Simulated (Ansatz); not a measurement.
# Is Rh-Al-Al-Rh stack of (111) layers a stable metal?

Question: is the lattice of Rh-Al-Al-Rh stack of (111) layers stable, and if so, what are its coupling constant and resistivity?

Method: DFT PBEsol, scalar-relativistic, plane waves, PAW; PAW set soft_1, in Ansatz 0.2.0.

## 1. Set-up

The cell holds 4 atoms: 2 Rh and 2 Al. Cell: a = 2.864 Å, b = 2.864 Å, c = 18.015 Å, α = 90.0°, β = 90.0°, γ = 120.0°. Vacuum lies along c.

As a file:

```cif
data_structure
_symmetry_space_group_name_H-M 'P 1'
_symmetry_Int_Tables_number 1
_cell_length_a 2.8638
_cell_length_b 2.8638
_cell_length_c 18.0148
_cell_angle_alpha 90.000
_cell_angle_beta 90.000
_cell_angle_gamma 120.000
_cell_volume 127.95
loop_
_atom_site_label
_atom_site_type_symbol
_atom_site_fract_x
_atom_site_fract_y
_atom_site_fract_z
_atom_site_occupancy
Rh1 Rh 0.00000 0.00000 0.30530 1
Al2 Al 0.33333 0.66667 0.43510 1
Al3 Al 0.66667 0.33333 0.56490 1
Rh4 Rh 0.00000 0.00000 0.69470 1
```

## 2. Rough relaxation

Large forces or a large pressure at the start call for a first relaxation with loose thresholds.

File input.yaml:

```yaml
crystal:
  lattice:
    - [2.86378, 0.0, 0.0]
    - [-1.43189, 2.48011, 0.0]
    - [0.0, 0.0, 18.01481]
  atoms:
    - { symbol: Rh, position: [0.0, 0.0, 0.30530443] }
    - { symbol: Al, position: [0.33333333, 0.66666667, 0.43510148] }
    - { symbol: Al, position: [0.66666667, 0.33333333, 0.56489852] }
    - { symbol: Rh, position: [0.0, 0.0, 0.69469557] }
  periodic: [true, true, false]
kpoints:
  mp_grid: { grid: [9, 9, 1] }
hamiltonian:
  xc: pbesol
  pseudopotentials: { kind: paw, azcp: { folder: soft_1 }, xc_functional: pbe }
scf:
  occupations: { method: gaussian, width: 0.1 }
output:
  forces: true
  stress: true
  eigenvalues: true
relax:
  adjacent_minimum: "off"
  f_tol: 0.05
  max_steps: 80
  cell: { stress_2d_tol: 0.02 }
```

Started as:

```sh
ansatz run input.yaml --threads 4 --pin off --max-ram 12288MiB --backend cpu --events-out ev --progress --plain --runs-dir out
```

Numbers of over 12 decimals in the logs are rounded to 6 here.

Output:

```text
Warning: crystal.periodic: the lattice vector that does not repeat stood 0.000° off the slab's normal, 18.015 Å along it as the deck builds it. The run solves the slab on a vector along the normal, 37.830 Å long, with every atom where it was (on the deck's vector they left 11.00 Å outside them, and the widest stretch free of ions among them is 2.34 Å). A fractional position that the run reports is one of the run's ce [...]
The last accepted step is kept in <dir> (removed where the run ends without a failure and the disk answers)
crystal.periodic: the lattice vector that does not repeat stood 0.000° off the slab's normal, 18.015 Å along it as the deck builds it. The run solves the slab on a vector along the normal, 37.830 Å long, with every atom where it was (on the deck's vector they left 11.00 Å outside them, and the widest stretch free of ions among them is 2.34 Å). A fractional position that the run reports is one of the run's cell, which [...]
Engine: ansatz 0.2.0, aarch64-unknown-linux-gnu
Pseudopotentials: kind: paw
Pseudopotential: Rh, paw, valence charge 17, recommended cutoff 420 eV (normal), soft_1/Rh.paw.azcp
Pseudopotential: Al, paw, valence charge 3, recommended cutoff 420 eV (normal), soft_1/Al.paw.azcp
Functional definition: PBEsol
  exchange = pbesol_x
  correlation = pbesol_c
Crystal: 4 atoms, lattice volume = 268.684 Å³
Basis set: ecut = 420 eV, 5275 PW (Γ), exchange–correlation on 40×40×512 points (8 copies of the dense FFT grid, shifted against one another)
Bands: 24, of which v1, the nominal top of the filled ones, is band 20 counted from 1 (19 counted from 0)
Symmetry: 12 space group operations
Space group: P-3m1 (ITA 164), of the structure as read, at distance tolerance 6.5e-5 Å
k-points: 12 of 81
Non-local potential: Rh, projectors of the file, l = 0: 3, l = 1: 2, l = 2: 2, l = 3: 1
Non-local potential: Al, projectors of the file, l = 0: 2, l = 1: 2, l = 2: 1
PAW form: soft (Blöchl's): semilocal exchange-correlation on the pseudo side does not see the compensation charge
PAW frozen core: Rh, regenerated for the run's functional, and the local potential with it (the file was generated under x = pbe(κ = 0.804, μ = 0.219515), c = pbe(β = 0.066725))
PAW frozen core: Al, regenerated for the run's functional, and the local potential with it (the file was generated under x = pbe(κ = 0.804, μ = 0.219515), c = pbe(β = 0.066725))
PAW one-centre angular grid: Rh, 590 points (default); XC on 64 Gauss nodes
PAW one-centre angular grid: Al, 110 points (default); XC on 64 Gauss nodes
Initial density: superposition of atomic densities (neutral atoms: chi_scale 0, normalization atom)
Initial wavefunctions: pseudopotential atomic-orbital guess
Functional: x = pbesol(κ = 0.804, μ = 0.123457), c = pbesol(β = 0.046)
SCF iter   1: F=—  HF=-13726.223500 eV  |F-HF|=—  |Δ(HF+E_count)|=         —  Δρ=4.29e-2  dr2=1.13e1  ethr=3.10e-3  ⟨swp⟩=12.7  Hψ=2262  notcnv=0
preconditioner: auto → LDOS  [metal: Δε(μ)=0.033 eV  Ē_g=4.078 eV  σ=0.100 eV  W_gap=0.18  n_scr=22 (ndim 8)  ℏωp=11.1 eV  f_vac=0.695  D(μ)=5.79/eV (n_scr^D=22)  β→1.0]
SCF iter   2: F=—  HF=-13725.748234 eV  |F-HF|=—  |Δ(HF+E_count)|=   4.75e-1  Δρ=3.45e-2  dr2=4.64e0  ethr=3.10e-3  ⟨swp⟩=4.3  Hψ=874  notcnv=0  defer=1
SCF iter   3: F=—  HF=-13724.913125 eV  |F-HF|=—  |Δ(HF+E_count)|=   8.35e-1  Δρ=5.54e-3  dr2=1.31e-1  ethr=3.10e-3  ⟨swp⟩=3.2  Hψ=814  notcnv=0  defer=1
SCF iter   4: F=—  HF=-13724.889150 eV  |F-HF|=—  |Δ(HF+E_count)|=   2.40e-2  Δρ=1.30e-3  dr2=5.16e-3  ethr=3.27e-4  ⟨swp⟩=2.3  Hψ=653  notcnv=0  defer=1
SCF iter   5: F=—  HF=-13724.888694 eV  |F-HF|=—  |Δ(HF+E_count)|=   4.56e-4  Δρ=4.54e-4  dr2=5.55e-4  ethr=1.29e-5  ⟨swp⟩=4.1  Hψ=670  notcnv=0  defer=1
SCF iter   6: F=—  HF=-13724.888885 eV  |F-HF|=—  |Δ(HF+E_count)|=   1.91e-4  Δρ=1.71e-4  dr2=6.82e-5  ethr=1.39e-6  ⟨swp⟩=3.3  Hψ=642  notcnv=0  defer=1
SCF iter   7: F=—  HF=-13724.889063 eV  |F-HF|=—  |Δ(HF+E_count)|=   1.78e-4  Δρ=6.47e-5  dr2=8.64e-6  ethr=1.70e-7  ⟨swp⟩=3.0  Hψ=640  notcnv=0  defer=1
SCF iter   8: F=—  HF=-13724.889063 eV  |F-HF|=—  |Δ(HF+E_count)|=   8.43e-7  Δρ=1.18e-5  dr2=9.20e-7  ethr=2.16e-8  ⟨swp⟩=3.5  Hψ=665  notcnv=0  defer=1
SCF iter   9: F=—  HF=-13724.889064 eV  |F-HF|=—  |Δ(HF+E_count)|=   9.12e-7  Δρ=5.31e-6  dr2=1.03e-7  ethr=2.50e-10  ⟨swp⟩=12.5  Hψ=1839  notcnv=0
SCF iter  10: F=-13724.889064 eV  HF=-13724.889064 eV  |F-HF|=1.07e-8  |Δ(HF+E_count)|=   4.35e-8  Δρ=1.45e-6  dr2=7.66e-9  ethr=2.50e-10  ⟨swp⟩=5.2  Hψ=1114  notcnv=0
SCF 1 converged in 10 iterations: F = -13724.889064 eV  dr2 = 7.66e-9
  greatest PAW one-centre occupation: 0.999 electrons in one spin orbital (limit 2), on the Rh atom at site 3 (counted from 0), in its partial waves of l = 0
relax step   1: F+E_penalty+E_count = -13724.88906445 eV  Δ(F+E_penalty+E_count) = +0.000e0 eV  max|allowed force component| = 2.195e0 eV/Å  Δτ_max = 0.0000 Å  P = -18.472 N/m  Ω = 268.684 Å³  fix = [c, alpha, beta]  reactions: c -0.000 N/m  (10 SCF iters, dr2 threshold 1.00e-7 eV, accepted)
Crystal: 4 atoms, lattice volume = 258.991 Å³
Basis set: ecut = 420 eV, 5143 PW (Γ), exchange–correlation on 40×40×512 points (8 copies of the dense FFT grid, shifted against one another)
Initial density: handed on by an earlier stage of this run
Initial wavefunctions: those handed on with the density
iter 1 solved again at ethr=2.18e-3 eV; its pass at ethr=3.10e-3 eV (dr2=8.73e-1 eV) is discarded
SCF iter   1: F=—  HF=-13726.361502 eV  |F-HF|=—  |Δ(HF+E_count)|=         —  Δρ=1.82e-2  dr2=9.02e-1  ethr=2.18e-3  ⟨swp⟩=1.2  Hψ=2424  notcnv=0
preconditioner: auto → LDOS  [insulator: Δε(μ)=0.146 eV  Ē_g=4.605 eV  σ=0.100 eV  W_gap=0.68  n_scr=24 (ndim 8)  ℏωp=11.3 eV  f_vac=0.715  D(μ)=3.85/eV (n_scr^D=18)  ε∞_Penn≈7.0  β→1.0]
SCF iter   2: F=—  HF=-13726.392915 eV  |F-HF|=—  |Δ(HF+E_count)|=   3.14e-2  Δρ=1.42e-2  dr2=1.35e0  ethr=2.18e-3  ⟨swp⟩=3.7  Hψ=697  notcnv=0
SCF iter   3: F=—  HF=-13726.186607 eV  |F-HF|=—  |Δ(HF+E_count)|=   2.06e-1  Δρ=2.49e-3  dr2=2.58e-2  ethr=2.18e-3  ⟨swp⟩=3.1  Hψ=678  notcnv=0  defer=1
SCF iter   4: F=—  HF=-13726.183935 eV  |F-HF|=—  |Δ(HF+E_count)|=   2.67e-3  Δρ=6.29e-4  dr2=1.13e-3  ethr=6.45e-5  ⟨swp⟩=3.3  Hψ=622  notcnv=0  defer=1
SCF iter   5: F=—  HF=-13726.183995 eV  |F-HF|=—  |Δ(HF+E_count)|=   6.07e-5  Δρ=2.44e-4  dr2=2.73e-4  ethr=2.82e-6  ⟨swp⟩=4.2  Hψ=738  notcnv=0  defer=1
SCF iter   6: F=—  HF=-13726.184152 eV  |F-HF|=—  |Δ(HF+E_count)|=   1.57e-4  Δρ=1.04e-4  dr2=4.49e-5  ethr=6.84e-7  ⟨swp⟩=2.2  Hψ=428  notcnv=0  defer=1
[...]
SCF iter   3: F=—  HF=-13726.613393 eV  |F-HF|=—  |Δ(HF+E_count)|=   1.56e-1  Δρ=2.87e-3  dr2=3.54e-2  ethr=2.21e-3  ⟨swp⟩=2.3  Hψ=605  notcnv=0  defer=2
SCF iter   4: F=—  HF=-13726.605458 eV  |F-HF|=—  |Δ(HF+E_count)|=   7.94e-3  Δρ=6.00e-4  dr2=1.23e-3  ethr=8.84e-5  ⟨swp⟩=3.9  Hψ=734  notcnv=0  defer=2
SCF iter   5: F=—  HF=-13726.605864 eV  |F-HF|=—  |Δ(HF+E_count)|=   4.05e-4  Δρ=2.93e-4  dr2=2.70e-4  ethr=3.07e-6  ⟨swp⟩=3.6  Hψ=666  notcnv=0  defer=2
SCF iter   6: F=—  HF=-13726.605999 eV  |F-HF|=—  |Δ(HF+E_count)|=   1.36e-4  Δρ=7.60e-5  dr2=1.20e-5  ethr=6.76e-7  ⟨swp⟩=3.2  Hψ=549  notcnv=0  defer=2
SCF iter   7: F=—  HF=-13726.606018 eV  |F-HF|=—  |Δ(HF+E_count)|=   1.90e-5  Δρ=2.42e-5  dr2=8.57e-7  ethr=3.00e-8  ⟨swp⟩=3.4  Hψ=698  notcnv=0  defer=2
SCF iter   8: F=-13726.606019 eV  HF=-13726.606018 eV  |F-HF|=1.23e-8  |Δ(HF+E_count)|=   3.42e-7  Δρ=4.95e-6  dr2=5.41e-8  ethr=1.00e-9  ⟨swp⟩=12.9  Hψ=1849  notcnv=0
SCF 3 converged in 8 iterations: F = -13726.606019 eV  dr2 = 5.41e-8
relax step   3: F+E_penalty+E_count = -13726.60601850 eV  Δ(F+E_penalty+E_count) = -4.219e-1 eV  max|allowed force component| = 6.286e-1 eV/Å  Δτ_max = 0.1981 Å  P = +1.306 N/m  Ω = 255.106 Å³  energy of the carried Pulay correction = +8.987e-4 eV  fix = [c, alpha, beta]  reactions: c +0.000 N/m  (8 SCF iters, dr2 threshold 4.00e-7 eV, accepted)
[...]
relax step   4: F+E_penalty+E_count = -13726.72757090 eV  Δ(F+E_penalty+E_count) = -1.216e-1 eV  max|allowed force component| = 4.234e-1 eV/Å  Δτ_max = 0.1972 Å  P = -0.120 N/m  Ω = 255.578 Å³  energy of the carried Pulay correction = +8.666e-4 eV  fix = [c, alpha, beta]  reactions: c -0.000 N/m  (9 SCF iters, dr2 threshold 4.00e-7 eV, accepted)
[...]
relax step   5: F+E_penalty+E_count = -13726.73510716 eV  Δ(F+E_penalty+E_count) = -7.536e-3 eV  max|allowed force component| = 3.077e-1 eV/Å  Δτ_max = 0.0706 Å  P = +0.110 N/m  Ω = 256.453 Å³  energy of the carried Pulay correction = +8.075e-4 eV  fix = [c, alpha, beta]  reactions: c +0.000 N/m  (7 SCF iters, dr2 threshold 4.00e-7 eV, accepted)
[...]
relax step   6: F+E_penalty+E_count = -13726.74358426 eV  Δ(F+E_penalty+E_count) = -8.477e-3 eV  max|allowed force component| = 6.188e-2 eV/Å  Δτ_max = 0.0351 Å  P = -0.023 N/m  Ω = 255.962 Å³  energy of the carried Pulay correction = +8.406e-4 eV  fix = [c, alpha, beta]  reactions: c -0.000 N/m  (6 SCF iters, dr2 threshold 4.00e-7 eV, accepted)
[...]
relax step   7: F+E_penalty+E_count = -13726.74383664 eV  Δ(F+E_penalty+E_count) = -2.524e-4 eV  max|allowed force component| = 1.175e-2 eV/Å  Δτ_max = 0.0059 Å  P = -0.014 N/m  Ω = 256.041 Å³  energy of the carried Pulay correction = +8.353e-4 eV  fix = [c, alpha, beta]  reactions: c -0.000 N/m  (4 SCF iters, dr2 threshold 2.39e-7 eV, accepted)
Initial wavefunctions: pseudopotential atomic-orbital guess (no wavefunctions were taken with the density)
iter 1 solved again at ethr=1.15e-7 eV; its pass at ethr=3.10e-3 eV (dr2=4.60e-5 eV) is discarded
SCF iter   1: F=—  HF=-13726.742864 eV  |F-HF|=—  |Δ(HF+E_count)|=         —  Δρ=3.96e-5  dr2=7.22e-7  ethr=1.15e-7  ⟨swp⟩=6.5  Hψ=3653  notcnv=0
preconditioner: auto → LDOS  [metal: Δε(μ)=0.034 eV  Ē_g=5.139 eV  σ=0.100 eV  W_gap=0.19  n_scr=24 (ndim 8)  ℏωp=11.4 eV  f_vac=0.732  D(μ)=5.34/eV (n_scr^D=22)  β→1.0]
SCF iter   2: F=—  HF=-13726.743014 eV  |F-HF|=—  |Δ(HF+E_count)|=   1.50e-4  Δρ=1.53e-5  dr2=8.21e-7  ethr=1.81e-9  ⟨swp⟩=3.9  Hψ=811  notcnv=0
SCF iter   3: F=—  HF=-13726.743014 eV  |F-HF|=—  |Δ(HF+E_count)|=   9.53e-8  Δρ=4.83e-6  dr2=1.05e-7  ethr=1.81e-9  ⟨swp⟩=3.4  Hψ=640  notcnv=0
SCF iter   4: F=—  HF=-13726.743014 eV  |F-HF|=—  |Δ(HF+E_count)|=   1.67e-8  Δρ=1.32e-6  dr2=6.25e-9  ethr=2.62e-10  ⟨swp⟩=3.5  Hψ=604  notcnv=0
SCF iter   5: F=—  HF=-13726.743014 eV  |F-HF|=—  |Δ(HF+E_count)|=   3.07e-9  Δρ=2.78e-7  dr2=3.43e-10  ethr=1.56e-11  ⟨swp⟩=3.2  Hψ=641  notcnv=0
SCF iter   6: F=—  HF=-13726.743014 eV  |F-HF|=—  |Δ(HF+E_count)|=   3.94e-9  Δρ=1.15e-7  dr2=9.54e-11  ethr=1.00e-12  ⟨swp⟩=3.6  Hψ=669  notcnv=0
SCF iter   7: F=—  HF=-13726.743014 eV  |F-HF|=—  |Δ(HF+E_count)|=   1.30e-9  Δρ=3.27e-8  dr2=5.68e-12  ethr=1.00e-12  ⟨swp⟩=1.2  Hψ=300  notcnv=0
SCF iter   8: F=-13726.743014 eV  HF=-13726.743014 eV  |F-HF|=1.46e-11  |Δ(HF+E_count)|=  1.56e-10  Δρ=2.62e-8  dr2=2.06e-12  ethr=1.00e-12  ⟨swp⟩=12.8  Hψ=2134  notcnv=0
SCF 8 converged in 8 iterations: F = -13726.743014 eV  dr2 = 2.06e-12
relax step   8: F+E_penalty+E_count = -13726.74301408 eV  Δ(F+E_penalty+E_count) = +8.226e-4 eV  max|allowed force component| = 1.184e-2 eV/Å  Δτ_max = 0.0000 Å  P = -0.018 N/m  Ω = 256.041 Å³  fix = [c, alpha, beta]  reactions: c -0.000 N/m  stress off target by 1.77e-2 N/m on what of the cell is left free  SCF on the basis re-selected at this cell (its energy is not comparable with the rows above)  (8 SCF iters)
basis re-selected at this cell: Δ(F+E_penalty+E_count) = +8.226e-4 eV, ΔP = -0.003 N/m vs the last step (what re-selecting the basis moved, of the pressure what is left beyond the Pulay correction that the steps carried, after the strain that the cell walked since its last selection, with what the two solves' SCF thresholds leave and, on support functions, any second-order correction that the steps lacked; it is no m [...]
SCF converged after 8 iterations
Free energy (F): -13726.743014 eV
Harris-Foulkes:  -13726.743014 eV  (|F-HF|=1.46e-11)
Internal energy: -13726.716323 eV  (E = F + TS)
E sigma→0 (E₀):  -13726.729669 eV
Entropy (-TS):   -0.026691 eV (-6.673 meV/atom)
Fermi energy:    -4.664154 eV
--- Per-component energies (eV) ---
  E_band       = -1119.589974
  E_kinetic    = 1125.802661
  E_local      = -138845.143914  (includes V_loc(G=0)·N_el)
  E_nonlocal   = 625.553547
  E_hartree    = 68564.198963
  E_xc         = -476.502080
  E_vxc        = -564.391090  (∫ρ·V_xc dr)
  E_paw        = -7996.493742  (= ΣΔE_a)
  E_vpaw       = -589.809559  (= ΣTr[D̂ρ^β])
  E_aug_tail   = 0.000214  (compensation charges beyond the density's cutoff)
  E_ewald      = 63275.277348
  E_core_change = 0.590679  (= ΣΔE_core)
  E_smearing   = -0.026691  (= −TS)
  E_closure    = -0.000000  (closes the sum)
  Σ components = -13726.743014   (vs F -13726.743014, Δ=0.00e0)
--- Forces (eV/Å), atoms counted from 1 ---
  atom   1  Rh    -0.00000000     0.00000000    -0.00298483
  atom   2  Al    -0.00000000     0.00000000     0.01183693
  atom   3  Al     0.00000000    -0.00000000    -0.01183693
  atom   4  Rh     0.00000000    -0.00000000     0.00298483
  max |Σ_I F_I| component: 2.31e-18 eV/Å
--- 2D stress c σ (N/m, compression-positive) ---
       -0.017659       0.000000      -0.000000
        0.000000      -0.017659      -0.000000
       -0.000000      -0.000000      -0.000000
  P = ½ c Tr σ = -0.0177 N/m
--- Band table (eV; the first three rows and the last of 12) ---
  k-point 0: bands = [... 16 lower, -6.7687, -5.3547, -5.1677, -5.1677, -5.1652, -5.1652, -4.4961, -0.8349]
  k-point 1: bands = [... 16 lower, -6.4950, -5.9939, -5.9521, -5.2474, -5.2443, -4.6021, -3.5633, -0.5139]
  k-point 2: bands = [... 16 lower, -6.5799, -5.7899, -5.7882, -5.3948, -5.3912, -3.8758, -2.3377, -0.0460]
  k-point 11: bands = [... 16 lower, -6.7843, -6.7843, -5.4730, -5.4730, -4.5102, -2.4285, -1.0034, -1.0034]
--- Relaxed structure (7 steps of the walk, 7 accepted, 1 SCFs on fresh bases) ---
  F+E_penalty+E_count = -13726.74301408 eV   max|allowed force component| = 1.184e-2 eV/Å   (the final SCF, on the basis selected at the relaxed cell)
  cell:  # Å, volume = 256.0413 Å³
    - [2.795592, 0, 0]
    - [-1.397796, 2.421053, 0]
    - [0, 0, 37.829615]
  atoms:
    - { symbol: Rh, position: [1.3747589363917846e-17, 0, 0.159450] }
    - { symbol: Al, position: [0.333333, 0.666667, 0.207606] }
    - { symbol: Al, position: [0.666667, 0.333333, 0.268603] }
    - { symbol: Rh, position: [-1.3747589363917846e-17, 0, 0.316759] }
```

Wall time 15 s (4 threads of Arm Neoverse V1, shared host); peak memory 0.57 GiB.

The steps of the relaxation:

| step | energy less that of the first step (eV) | largest force component (eV/Å) | volume (Å³) |
| --- | --- | --- | --- |
| 1 | 0.0000 | 2.1950 | 268.68 |
| 2 | -1.2951 | 1.6468 | 258.99 |
| 3 | -1.7170 | 0.6286 | 255.11 |
| 4 | -1.8385 | 0.4234 | 255.58 |
| 5 | -1.8460 | 0.3077 | 256.45 |
| 6 | -1.8545 | 0.0619 | 255.96 |
| 7 | -1.8548 | 0.0118 | 256.04 |
| 8* | -1.8539 | 0.0118 | 256.04 |

Relaxation steps marked * repeat the geometry before them on a plane-wave basis chosen anew for their cell, so energy and pressure can jump there.

Forces are held to the 12 operations that the run works with; a distortion that breaks them can't arise in this run.

| cell as run | before | after | change |
| --- | --- | --- | --- |
| a (Å) | 2.864 | 2.796 | -2.4 % |
| b (Å) | 2.864 | 2.796 | -2.4 % |

The atoms that moved most (Å, along periodic axes as changes of fractional coordinates times the final cell, across vacuum about the mean position):

| atom | dx | dy | dz | length |
| --- | --- | --- | --- | --- |
| Rh4 | 0.000 | 0.000 | -0.532 | 0.532 |
| Rh1 | 0.000 | 0.000 | 0.532 | 0.532 |
| Al2 | 0.000 | 0.000 | 0.015 | 0.015 |
| Al3 | 0.000 | 0.000 | -0.015 | 0.015 |

The relaxed structure:

```xyz
4
Lattice="2.7956 0.0000 0.0000 -1.3978 2.4211 0.0000 0.0000 0.0000 37.8296" Properties=species:S:1:pos:R:3
Rh    0.0000    0.0000    6.0319
Al    0.0000    1.6140    7.8536
Al    1.3978    0.8070   10.1612
Rh    0.0000    0.0000   11.9829
```

This step gave:

```
metallic on mesh  : yes
gap on the k-mesh : 0 eV
```

The relaxation ends with a largest force component of 0.012 eV/Å.

## 3. Relaxation

Lattice constant and positions set the bands and the force constants, so the cell is relaxed first.

input.yaml, the sections that differ from step 2:

```yaml
crystal:
  lattice:
    - [2.7955915025, 0.0, 0.0]
    - [-1.3977957513, 2.4210532598, 0.0]
    - [0.0, 0.0, 37.8296148056]
  atoms:
    - { symbol: Rh, position: [0.0, 0.0, 0.1594497552] }
    - { symbol: Al, position: [0.3333333333, 0.6666666667, 0.2076057616] }
    - { symbol: Al, position: [0.6666666667, 0.3333333333, 0.2686034225] }
    - { symbol: Rh, position: [0.0, 0.0, 0.3167594289] }
  periodic: [true, true, false]
kpoints:
  mp_grid: { grid: [12, 12, 1] }
relax:
  adjacent_minimum: "off"
  f_tol: 0.005
  max_steps: 80
  cell: { stress_2d_tol: 0.02 }
# hamiltonian, scf, output: as in step 2
```

Output:

```text
[the first part of the log is left out]
  E_aug_tail   = 0.000252  (compensation charges beyond the density's cutoff)
  E_ewald      = 63488.848692
  E_core_change = 0.590679  (= ΣΔE_core)
  E_smearing   = -0.024873  (= −TS)
  E_closure    = 0.000000  (closes the sum)
  Σ components = -13726.769340   (vs F -13726.769340, Δ=0.00e0)
--- Forces (eV/Å), atoms counted from 1 ---
  atom   1  Rh     0.00000000     0.00000000    -0.00048601
  atom   2  Al    -0.00000000     0.00000000     0.00002288
[...]
P = ½ c Tr σ = 0.0019 N/m
--- Band table (eV; the first three rows and the last of 19) ---
[...]
--- Relaxed structure (4 steps of the walk, 4 accepted, 1 SCFs on fresh bases) ---
[...]
cell:  # Å, volume = 254.9858 Å³
    - [2.789823, 2.8807895788035784e-11, 0]
    - [-1.394912, 2.416058, 0]
    - [0, 0, 37.8296148056]
  atoms:
    - { symbol: Rh, position: [0, 1.5746021427990547e-19, 0.159293] }
    - { symbol: Al, position: [0.333333, 0.666667, 0.207637] }
    - { symbol: Al, position: [0.666667, 0.333333, 0.268573] }
    - { symbol: Rh, position: [0, -1.574602142799054e-19, 0.316917] }
```

Run time: 13 s. Hardware: 4 threads; peak memory 0.59 GiB.

The steps of the relaxation:

| step | energy less that of the first step (eV) | largest force component (eV/Å) | volume (Å³) |
| --- | --- | --- | --- |
| 1 | 0.0000 | 0.0323 | 256.04 |
| 2 | -0.0005 | 0.0389 | 255.04 |
| 3 | -0.0007 | 0.0123 | 255.04 |
| 4 | -0.0007 | 0.0005 | 254.99 |
| 5 | -0.0006 | 0.0005 | 254.99 |

The log counts 1 steps on a newly chosen plane-wave basis, not all of them marked here; energy and pressure can jump at such steps.

| cell as run | before | after | change |
| --- | --- | --- | --- |
| a (Å) | 2.796 | 2.790 | -0.2 % |
| b (Å) | 2.796 | 2.790 | -0.2 % |

The relaxed structure:

```xyz
4
Lattice="2.7898 0.0000 0.0000 -1.3949 2.4161 0.0000 0.0000 0.0000 37.8296" Properties=species:S:1:pos:R:3
Rh    0.0000    0.0000    6.0260
Al    0.0000    1.6107    7.8548
Al    1.3949    0.8054   10.1600
Rh    0.0000    0.0000   11.9888
```

(Part 1 of 2 ends here.)

[Logs are printed without paths, hosts, clocks, repeated set-up lines and the standing remarks that a program may print on its own settings, such as how far it seeks lower states.]

[Hosts, paths, dates, database ids (printed as entryN), source tags and the programs' standing remarks are cut or masked in the printed files.]
